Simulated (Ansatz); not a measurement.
# Y3PbC (Pm-3m): the cell at rest

Aim: bring Y3PbC (Pm-3m) to small forces and stress, as phonons need.

Method: DFT PBEsol, scalar-relativistic, plane waves, PAW; PAW set soft_1, in Ansatz 0.2.0.

This is a report of a sequence of runs, with most program output left out.

**1. Set-up**

Symmetry: Pm-3m, No. 221, cubic system. The conventional cell has a = 4.910 Å, b = 4.910 Å, c = 4.910 Å, α = 90.00°, β = 90.00°, γ = 90.00°. Nearest to Y lie 2 C at 2.45 Å and 4 Pb at 3.47 Å and 8 Y at 3.47 Å. Pb has 12 Y at 3.47 Å nearest. Nearest to C lie 6 Y at 2.45 Å. Farther neighbours are not listed.

**2. A coarse first look**

A quick single point on a coarse mesh tells whether the cell has a gap and how far it is from rest, which sets the k mesh and smearing that follow.

Contents of input.yaml:

```yaml
crystal:
  lattice:
    - [4.9095349, 0.0, 0.0]
    - [0.0, 4.9095349, 0.0]
    - [0.0, 0.0, 4.9095349]
  atoms:
    - { symbol: "Y", position: [0.5, 0.0, 0.5] }
    - { symbol: "Y", position: [0.0, 0.5, 0.5] }
    - { symbol: "Y", position: [0.5, 0.5, 0.0] }
    - { symbol: Pb, position: [0.0, 0.0, 0.0] }
    - { symbol: C, position: [0.5, 0.5, 0.5] }
kpoints:
  mp_grid: { grid: [4, 4, 4] }
hamiltonian:
  xc: pbesol
  pseudopotentials: { kind: paw, azcp: { folder: soft_1 }, xc_functional: pbe }
scf:
  occupations: { method: gaussian, width: 0.1 }
output:
  forces: true
  stress: true
  eigenvalues: true
```

Command:

```bash
$ ansatz run input.yaml --threads 4 --pin off --max-ram 10240MiB --backend cpu --events-out ev --progress --plain --runs-dir out
```

Elapsed: 1.7 s, on 4 threads of Intel Xeon Platinum 8488C (Sapphire Rapids), shared host; peak memory 0.48 GiB; 3.2 s of CPU time.

This step gave:

| Quantity | Value |
| --- | --- |
| pressure | -2.543 GPa |
| volume per atom | 23.67 Å³ |
| gap on the k-mesh | 0 eV |

The coarse mesh shows no gap and a pressure of -2.5 GPa.

**3. Bringing the structure to rest**

Harmonic phonons are second derivatives at a point where the forces vanish, and they are wanted at zero stress, so atoms and cell are relaxed first.

input.yaml: that of step 2 with these lines changed.

```diff
@@ -12,3 +12,3 @@
 kpoints:
-  mp_grid: { grid: [4, 4, 4] }
+  mp_grid: { grid: [8, 8, 8] }
 hamiltonian:
@@ -22 +22,6 @@
   eigenvalues: true
+relax:
+  adjacent_minimum: "off"
+  f_tol: 0.005
+  max_steps: 80
+  cell: { stress_tol: 0.05 }
```

Elapsed: 7.7 s, on 4 threads; peak memory 0.57 GiB; 29 s of CPU time.

Step by step:

| step | energy less that of the first step (eV) | largest force component (eV/Å) | pressure (GPa) | volume (Å³) |
| --- | --- | --- | --- | --- |
| 1 | 0.0000 | 0.0000 | -2.51 | 118.34 |
| 2 | 0.0068 | 0.0000 | 3.18 | 110.69 |
| 3 | -0.0304 | 0.0000 | -0.14 | 114.83 |
| 4 | -0.0305 | 0.0000 | 0.01 | 114.63 |
| 5* | -0.0298 | 0.0000 | 0.00 | 114.63 |

Relaxation steps marked * repeat the geometry before them on a plane-wave basis chosen anew for their cell, so energy and pressure can jump there. Relaxation step 2 was tried and not accepted.

The run keeps the 48 symmetry operations that it works with, so distortions that break them were not tested.

| conventional cell, symmetrised | before | after | change |
| --- | --- | --- | --- |
| a (Å) | 4.910 | 4.858 | -1.1 % |
| b (Å) | 4.910 | 4.858 | -1.1 % |
| c (Å) | 4.910 | 4.858 | -1.1 % |
| volume (Å³/atom) | 23.67 | 22.93 | -3.1 % |

The relaxed structure:

```
Y Pb C
1.0
     4.85778    0.00000    0.00000
     0.00000    4.85778    0.00000
     0.00000    0.00000    4.85778
Y Pb C
3 1 1
Direct
  0.50000 0.00000 0.50000
  0.00000 0.50000 0.50000
  0.50000 0.50000 0.00000
  0.00000 0.00000 0.00000
  0.50000 0.50000 0.50000
```

This step gave:

- pressure: 5.13e-4 GPa
- volume per atom: 22.93 Å³

In this step the volume went from 23.67 to 22.93 Å³/atom.

**4. Relaxing to small forces for the phonons**

Phonons need a cell at rest on their own settings, so the relaxation is repeated with tight tolerances on forces and stress, using the mesh and the filling of the phonon run that follows.

input.yaml, the sections that differ from step 3:

```yaml
crystal:
  lattice:
    - [4.857777851, 0.0, 0.0]
    - [0.0, 4.857777851, 0.0]
    - [0.0, 0.0, 4.857777851]
  atoms:
    - { symbol: "Y", position: [0.5, 0.0, 0.5] }
    - { symbol: "Y", position: [0.0, 0.5, 0.5] }
    - { symbol: "Y", position: [0.5, 0.5, 0.0] }
    - { symbol: Pb, position: [0.0, 0.0, 0.0] }
    - { symbol: C, position: [0.5, 0.5, 0.5] }
scf:
  occupations: { method: methfessel_paxton, width: 0.2 }
relax:
  adjacent_minimum: "off"
  f_tol: 0.001
  max_steps: 60
  cell: { stress_tol: 0.01 }
# kpoints, hamiltonian, output: as in step 3
```

Run time: 6.3 s. Hardware: 4 threads; peak memory 0.54 GiB.

Little changed from the start: no atom moved by 0.005 Å and no cell edge by 0.1 %.

This step gave:

- pressure: -1.38e-5 GPa
- volume per atom: 22.92 Å³

The forces vanish by symmetry and the pressure is 0.000 GPa, within the tolerances set. The cell now holds 22.92 Å³/atom.

**5. Results**

```
space group after relaxation (within 0.01 Å) : Pm-3m
lattice constant a                           : 4.858 Å
lattice constant b                           : 4.858 Å
lattice constant c                           : 4.858 Å
volume per atom                              : 22.9 Å³
```

The forces vanish by symmetry and the pressure is 0.000 GPa, within the tolerances set. The cell now holds 22.92 Å³/atom. The relaxation keeps the symmetry of its start, so it says nothing on stability against lower symmetry. The runs are without spin polarisation, although the cell has an odd electron count. Spin-orbit coupling is left out, which can matter for the heavy elements here. The PAW files were made for PBE and serve the other functionals too.

[Logs are printed without paths, hosts, clocks, repeated set-up lines and the standing remarks that a program may print on its own settings, such as how far it seeks lower states.]

[Hosts, paths, dates, database ids (printed as entryN), source tags and the programs' standing remarks are cut or masked in the printed files.]
